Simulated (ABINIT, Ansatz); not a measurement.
# Calculated records

```
How the form of the self-energy moves the gap of ZrSe3 (P2_1/m)
1.0
     5.41090    0.00000    0.00000
     0.00000    3.74880    0.00000
    -1.22942    0.00000    9.36363
Zr Se
2 6
Direct
  0.28500 0.25000 0.65600
  0.71500 0.75000 0.34400
  0.76200 0.25000 0.55400
  0.23800 0.75000 0.44600
  0.45600 0.25000 0.17400
  0.54400 0.75000 0.82600
  0.88800 0.25000 0.16900
  0.11200 0.75000 0.83100
# method: RPA screening on PBEsol, plane waves, norm-conserving pseudopotentials (and 4 further levels or steps)
# program: ABINIT 10.8.3
# settings: cutoff 48 Ha, PseudoDojo scalar-relativistic 0.4 stringent, norm-conserving, ngkpt (2, 4, 1), nband 209, ecuteps 4.2 Ha, inclvkb 2, shiftk (0, 0, 0), symchi 1, awtr 1, frequency ppm, 2×4×1 k-mesh
# cost: 7 runs, 40 min in all on 16 MPI ranks of Arm Neoverse N1, shared host
# notes: The program’s warnings: nproc spkpt=  >= nkpt= * nsppol=. The cell and positions come from the Crystallography Open Database and are kept as given unless a step says otherwise. Limits: no spin-orbit coupling. Static COHSEX lies above G0W0: it lacks the factor Z and overstates the Coulomb hole of the filled states. The 2×4×1 mesh is coarse for this cell, which bears on the long-range parts of exchange and screening.
# G0W0, Godby-Needs plasmon pole: 0.836 eV
# G0W0, Engel-Farid plasmon pole: 0.860 eV
# G0W0, von der Linden-Horsch plasmon pole: 0.878 eV
# one-shot COHSEX: 1.168 eV
# one-shot Hartree-Fock: 5.697 eV
# known limits: short of the basis limit; no spin-orbit coupling; coarse k mesh
```

[Long decimals in the printed logs are rounded to 6 places.]

[Logs are printed without paths, hosts, clocks, repeated set-up lines and the standing remarks that a program may print on its own settings, such as how far it seeks lower states.]

[Paths, hosts, dates, memory and timing lines, banners, echoed tables and standing remarks are left out of the program output; an Ansatz launch command may be rebuilt from the run's recorded settings. Measured values are a selection of at most five: reports struck by readers or far from the other reports are left out. None is set beside runs whose start may be inverted or whose files or cutoffs have a known fault.]

[Runs of the session that timed out or met a known fault of the program may be left out.]

[Hosts, paths, dates, database ids (printed as entryN), source tags and the programs' standing remarks are cut or masked in the printed files.]

[G0W0 gaps are taken among the corrected bands and points alone; a level outside them can change the order at an edge.]

[Where Ansatz stands beside ABINIT at settings called matched, ABINIT's density can come from a denser mesh and the files from another edition; pairs whose starting gaps differed by over 0.03 eV were left out, so agreement reads better than it is.]
